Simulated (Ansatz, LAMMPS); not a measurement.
# Squeezing and shearing Zn39S26Se13 with crystalline order left by the classical run (78 atoms), part 3 of 3

How stiff is Zn39S26Se13 with crystalline order left by the classical run (78 atoms), and how do its levels respond to strain?

Ansatz 0.2.0; Kohn-Sham DFT, LDA, PAW (set soft_2), plane waves.

The cell: 39 Zn, 26 S and 13 Se. The quench rate of 10 K/ps far exceeds what a furnace or splat quench reaches. The network of bonds at the start is that of the classical potential that made the cell. The Brillouin zone is sampled at Γ only.

So far. Step 8 (Volume +6 %): The relaxation converged after 12 steps, 0.147 eV below its start, with a largest force component of 0.023 eV/Å. Step 8 (Volume +6 %): Volume +6 %: the energy stands 1.08 eV above that of the reference, at a pressure of -3.60 GPa.

## (9) Volume -10 %

The relaxed cell is scaled to another volume.

Contents of input.yaml:

```yaml
crystal:
  lattice:
    - [11.15904, -0.32643, 0.38626]
    - [-0.32643, 11.07017, 0.29202]
    - [0.38626, 0.29202, 11.17364]
  atoms:
    [... the 78 atom lines of step 4 ...]
kpoints:
  mp_grid: { grid: [1, 1, 1] }
hamiltonian:
  xc: lda
scf:
  occupations: { method: gaussian, width: 0.025 }
output:
  forces: true
  eigenvalues: true
  stress: true
relax:
  f_tol: 0.05
  max_steps: 70
```

Launch:

```console
$ ansatz run input.yaml --threads 4 --pin off --max-ram 8192MiB --backend cpu --events-out ev --progress --plain --runs-dir out
```

Numbers of over 12 decimals in the logs are rounded to 6 here.

Log:

```text
[...]
Crystal: 78 atoms, lattice volume = 1376.440 Å³
Basis set: ecut = 420 eV, 26935 PW (Γ)
Bands: 500, of which v1, the nominal top of the filled ones, is band 416 counted from 1 (415 counted from 0)
Symmetry: 1 space group operations
[...]
k-points: 1
[...]
SCF iter   1: F=—  HF=-219243.647262 eV  |F-HF|=—  |Δ(HF+E_count)|=         —  Δρ=7.63e-3  dr2=8.76e-1  ethr=1.77e-3  ⟨swp⟩=6.0  Hψ=2064  notcnv=0  defer=43
[...]
SCF iter   6: F=—  HF=-219243.386106 eV  |F-HF|=—  |Δ(HF+E_count)|=   4.45e-6  Δρ=9.72e-5  dr2=1.55e-4  ethr=5.44e-8  ⟨swp⟩=2.0  Hψ=834  notcnv=0  defer=77
SCF iter   7: F=-219243.386052 eV  HF=-219243.386081 eV  |F-HF|=2.90e-5  |Δ(HF+E_count)|=   2.53e-5  Δρ=5.64e-5  dr2=3.07e-5  ethr=7.51e-9  ⟨swp⟩=12.0  Hψ=3382  notcnv=0
SCF 1 converged in 7 iterations: F = -219243.386052 eV  dr2 = 3.07e-5
[...]
relax step   1: F+E_penalty+E_count = -219243.38605160 eV  Δ(F+E_penalty+E_count) = +0.000e0 eV  max|allowed force component| = 1.103e0 eV/Å  Δτ_max = 0.0000 Å  (7 SCF iters, dr2 threshold 6.25e-5 eV, accepted)
[...]
relax step   2: F+E_penalty+E_count = -219243.51764618 eV  Δ(F+E_penalty+E_count) = -1.316e-1 eV  max|allowed force component| = 5.139e-1 eV/Å  Δτ_max = 0.0777 Å  (5 SCF iters, dr2 threshold 7.60e-5 eV, accepted)
[...]
relax step   3: F+E_penalty+E_count = -219243.63781526 eV  Δ(F+E_penalty+E_count) = -1.202e-1 eV  max|allowed force component| = 2.682e-1 eV/Å  Δτ_max = 0.1846 Å  (7 SCF iters, dr2 threshold 1.65e-5 eV, accepted)
relax step   4: F+E_penalty+E_count = -219243.72319797 eV  Δ(F+E_penalty+E_count) = -8.538e-2 eV  max|allowed force component| = 1.387e-1 eV/Å  Δτ_max = 0.2000 Å  (7 SCF iters, dr2 threshold 1.56e-5 eV, accepted)
relax step   5: F+E_penalty+E_count = -219243.74922057 eV  Δ(F+E_penalty+E_count) = -2.602e-2 eV  max|allowed force component| = 2.202e-1 eV/Å  Δτ_max = 0.1373 Å  (7 SCF iters, dr2 threshold 5.15e-6 eV, accepted)
relax step   6: F+E_penalty+E_count = -219243.77891376 eV  Δ(F+E_penalty+E_count) = -2.969e-2 eV  max|allowed force component| = 1.857e-1 eV/Å  Δτ_max = 0.1160 Å  (6 SCF iters, dr2 threshold 1.30e-5 eV, accepted)
relax step   7: F+E_penalty+E_count = -219243.82644952 eV  Δ(F+E_penalty+E_count) = -4.754e-2 eV  max|allowed force component| = 2.521e-1 eV/Å  Δτ_max = 0.1970 Å  (6 SCF iters, dr2 threshold 2.45e-5 eV, accepted)
relax step   8: F+E_penalty+E_count = -219243.89293523 eV  Δ(F+E_penalty+E_count) = -6.649e-2 eV  max|allowed force component| = 2.336e-1 eV/Å  Δτ_max = 0.1950 Å  (6 SCF iters, dr2 threshold 4.52e-5 eV, accepted)
relax step   9: F+E_penalty+E_count = -219243.96701554 eV  Δ(F+E_penalty+E_count) = -7.408e-2 eV  max|allowed force component| = 2.377e-1 eV/Å  Δτ_max = 0.1954 Å  (6 SCF iters, dr2 threshold 4.69e-5 eV, accepted)
relax step  10: F+E_penalty+E_count = -219244.03445155 eV  Δ(F+E_penalty+E_count) = -6.744e-2 eV  max|allowed force component| = 1.794e-1 eV/Å  Δτ_max = 0.1935 Å  (6 SCF iters, dr2 threshold 4.85e-5 eV, accepted)
relax step  11: F+E_penalty+E_count = -219244.07514122 eV  Δ(F+E_penalty+E_count) = -4.069e-2 eV  max|allowed force component| = 9.472e-2 eV/Å  Δτ_max = 0.2000 Å  (6 SCF iters, dr2 threshold 1.83e-5 eV, accepted)
relax step  12: F+E_penalty+E_count = -219244.08347218 eV  Δ(F+E_penalty+E_count) = -8.331e-3 eV  max|allowed force component| = 1.486e-1 eV/Å  Δτ_max = 0.0999 Å  (7 SCF iters, dr2 threshold 2.50e-6 eV, accepted)
relax step  13: F+E_penalty+E_count = -219244.08922153 eV  Δ(F+E_penalty+E_count) = -5.749e-3 eV  max|allowed force component| = 1.767e-1 eV/Å  Δτ_max = 0.0268 Å  (5 SCF iters, dr2 threshold 6.15e-6 eV, accepted)
relax step  14: F+E_penalty+E_count = -219244.09126752 eV  Δ(F+E_penalty+E_count) = -2.046e-3 eV  max|allowed force component| = 1.079e-1 eV/Å  Δτ_max = 0.0714 Å  (6 SCF iters, dr2 threshold 3.12e-5 eV, accepted)
relax step  15: F+E_penalty+E_count = -219244.09289212 eV  Δ(F+E_penalty+E_count) = -1.625e-3 eV  max|allowed force component| = 5.625e-2 eV/Å  Δτ_max = 0.0513 Å  (6 SCF iters, dr2 threshold 4.34e-6 eV, accepted)
[...]
relax step  16: F+E_penalty+E_count = -219244.09707707 eV  Δ(F+E_penalty+E_count) = -4.185e-3 eV  max|allowed force component| = 2.950e-2 eV/Å  Δτ_max = 0.0329 Å  (8 SCF iters, accepted)
SCF converged after 8 iterations
Free energy (F): -219244.097077 eV
[...]
Internal energy: -219244.097077 eV  (E = F + TS)
E sigma→0 (E₀):  -219244.097077 eV
Fermi energy:    9.845635 eV
[...]
Σ components = -219244.097077   (vs F -219244.097077, Δ=0.00e0)
--- Forces (eV/Å), atoms counted from 1 ---
  atom   1  Zn    -0.00006637     0.00423743     0.00058150
  atom   2  Zn     0.00757591     0.00330599    -0.00356169
  atom   3  Zn     0.00190890     0.00159445     0.00723518
  atom   4  Zn     0.00248679    -0.00057253    -0.00165810
[...]
atom  78  Se     0.00040056     0.00037624    -0.00070990
  max |Σ_I F_I| component: 2.47e-5 eV/Å
--- Stress (GPa, compression-positive) ---
        9.291763      -0.249540      -0.058356
       -0.249540       9.168911      -0.101940
       -0.058356      -0.101940       9.595861
  P = ⅓ Tr σ = 9.3522 GPa (93.522 kbar)
--- Band table (eV) ---
[...]
--- Relaxed structure (16 steps of the walk, 16 accepted, 0 SCFs on fresh bases) ---
  F+E_penalty+E_count = -219244.09707707 eV   max|allowed force component| = 2.950e-2 eV/Å
  atoms:
    - { symbol: Zn, position: [0.858000, 0.208614, 0.015053] }
    - { symbol: Zn, position: [0.392053, 0.896431, 0.221650] }
    - { symbol: Zn, position: [0.546219, 0.00102997, 0.488045] }
    - { symbol: Zn, position: [0.605149, 0.374035, 0.920728] }
[...]
- { symbol: Se, position: [0.968534, 0.753108, 0.534234] }
```

It took 3.2 min on 4 threads of Intel Xeon Platinum 8488C (Sapphire Rapids), shared host; peak memory 2.1 GiB; 12 min of CPU time.

The relaxation converged after 16 steps, 0.711 eV below its start, with a largest force component of 0.030 eV/Å.

Volume -10 %: the energy stands 3.84 eV above that of the reference, at a pressure of 9.35 GPa.

## (10) Stretched by 1 % along x

The relaxed cell is strained along x alone, which gives the stiffness along x and its coupling to y and z.

input.yaml, the sections that differ from step 9:

```yaml
crystal:
  lattice:
    - [11.67349, -0.3381, 0.40007]
    - [-0.34148, 11.46586, 0.30246]
    - [0.40407, 0.30246, 11.57303]
  atoms:
    [... the 78 atom lines of step 4 ...]
# kpoints, hamiltonian, scf, output, relax: as in step 9
```

Log:

```text
[...]
Crystal: 78 atoms, lattice volume = 1544.670 Å³
Basis set: ecut = 420 eV, 30211 PW (Γ)
Bands: 500, of which v1, the nominal top of the filled ones, is band 416 counted from 1 (415 counted from 0)
Symmetry: 1 space group operations
[...]
k-points: 1
[...]
SCF iter   1: F=—  HF=-219248.127138 eV  |F-HF|=—  |Δ(HF+E_count)|=         —  Δρ=7.40e-3  dr2=7.82e-1  ethr=1.77e-3  ⟨swp⟩=6.0  Hψ=2061  notcnv=0  defer=33
[...]
SCF iter   6: F=—  HF=-219247.874050 eV  |F-HF|=—  |Δ(HF+E_count)|=   4.72e-5  Δρ=7.23e-5  dr2=8.68e-5  ethr=4.00e-8  ⟨swp⟩=2.0  Hψ=836  notcnv=0  defer=80
SCF iter   7: F=-219247.874004 eV  HF=-219247.874049 eV  |F-HF|=4.47e-5  |Δ(HF+E_count)|=   1.43e-6  Δρ=4.86e-5  dr2=2.88e-5  ethr=7.51e-9  ⟨swp⟩=13.0  Hψ=2857  notcnv=0
SCF 1 converged in 7 iterations: F = -219247.874004 eV  dr2 = 2.88e-5
[...]
relax step   1: F+E_penalty+E_count = -219247.87400432 eV  Δ(F+E_penalty+E_count) = +0.000e0 eV  max|allowed force component| = 8.518e-2 eV/Å  Δτ_max = 0.0000 Å  (7 SCF iters, dr2 threshold 6.25e-5 eV, accepted)
[...]
relax step   2: F+E_penalty+E_count = -219247.87796115 eV  Δ(F+E_penalty+E_count) = -3.957e-3 eV  max|allowed force component| = 5.164e-2 eV/Å  Δτ_max = 0.0072 Å  (7 SCF iters, accepted)
[...]
relax step   3: F+E_penalty+E_count = -219247.88034016 eV  Δ(F+E_penalty+E_count) = -2.379e-3 eV  max|allowed force component| = 1.322e-2 eV/Å  Δτ_max = 0.0125 Å  (6 SCF iters, accepted)
SCF converged after 6 iterations
Free energy (F): -219247.880340 eV
[...]
Internal energy: -219247.880340 eV  (E = F + TS)
E sigma→0 (E₀):  -219247.880340 eV
Fermi energy:    8.220227 eV
[...]
Σ components = -219247.880340   (vs F -219247.880340, Δ=0.00e0)
--- Forces (eV/Å), atoms counted from 1 ---
  atom   1  Zn     0.00091340    -0.00031221     0.00033992
  atom   2  Zn     0.00252274    -0.00077900    -0.00011260
  atom   3  Zn    -0.00132478     0.00338329     0.00004100
  atom   4  Zn     0.00010030    -0.00105974     0.00060272
[...]
atom  78  Se     0.00324682    -0.00187256    -0.00086182
  max |Σ_I F_I| component: 1.14e-4 eV/Å
--- Stress (GPa, compression-positive) ---
       -1.108806       0.079031       0.052375
        0.079031      -0.568517       0.040876
        0.052375       0.040876      -0.577080
  P = ⅓ Tr σ = -0.7515 GPa (-7.515 kbar)
--- Band table (eV) ---
[...]
--- Relaxed structure (3 steps of the walk, 3 accepted, 0 SCFs on fresh bases) ---
  F+E_penalty+E_count = -219247.88034016 eV   max|allowed force component| = 1.322e-2 eV/Å
  atoms:
    - { symbol: Zn, position: [0.860784, 0.210001, 0.013013] }
    - { symbol: Zn, position: [0.395732, 0.897839, 0.221263] }
    - { symbol: Zn, position: [0.549674, 0.0001317, 0.491009] }
    - { symbol: Zn, position: [0.606052, 0.372985, 0.920231] }
[...]
- { symbol: Se, position: [0.970275, 0.750596, 0.536819] }
```

It took 41 s on 4 threads; peak memory 2.3 GiB; 2.6 min of CPU time.

The relaxation converged after 3 steps, 0.00634 eV below its start, with a largest force component of 0.013 eV/Å.

Stretched by 1 % along x: the energy stands 0.0524 eV above that of the reference, at a pressure of -0.751 GPa.

## (11) Pressure against volume

Atoms are relaxed at each volume, in the scaled cell.

| volume change (%) | volume (Å³/atom) | energy change (meV/atom) | pressure (GPa) | largest move on relaxing (Å) | bonds | gap (eV) |
| --- | --- | --- | --- | --- | --- | --- |
| -10 | 17.647 | 49.17 | 9.35 | 1.51 | 157 | 1.02 |
| -6 | 18.431 | 17.67 | 5.13 | 0.40 | 157 | 0.847 |
| -3 | 19.019 | 4.13 | 2.34 | 0.20 | 154 | 0.811 |
| +0 | 19.607 | 0.00 | -0.01 | - | 155 | 0.827 |
| +3 | 20.196 | 3.87 | -2.05 | 0.15 | 155 | 0.903 |
| +6 | 20.784 | 13.87 | -3.60 | 0.72 | 156 | 1.03 |

## (12) Uniaxial strain and shear

Stress (GPa, compression positive) less that of the relaxed cell, atoms relaxed:

```csv
strain,xx,yy,zz,xy,energy change (meV/atom)
stretched by 1 % along x,-1.102,-0.567,-0.551,0.085,0.67
```

## (13) Findings

The bulk modulus, from the slope of pressure against ln V over the three points nearest the relaxed volume, is 73.1 GPa; a quadratic over all points gives a pressure derivative of about 4.5. The count of bonds runs from 154 to 157 over the series, so at some points contacts cross the cutoffs. At -10 % and +6 % some atom moved by over 0.5 Å on relaxing, so those points may sit in another local minimum. The gap goes from 1.02 eV at the smallest volume to 1.03 eV at the largest, not monotonically (lowest 0.811, highest 1.03 eV), on the run's k-points.

Caveats: Strains are finite and relaxations stop at the force tolerance of the input, which can leave moduli too stiff; they are those of a static cell at zero temperature. Volumes are changed with the cell's shape held, so in an anisotropic solid the modulus lies over the one under free hydrostatic load. The program notes that the SCF threshold of the relaxations is loose for the stress.

The DFT runs together took 15 min of wall time.

[Logs are printed without paths, hosts, clocks, repeated set-up lines and the standing remarks that a program may print on its own settings, such as how far it seeks lower states.]

[Hosts, paths, dates, database ids (printed as entryN), source tags and the programs' standing remarks are cut or masked in the printed files.]
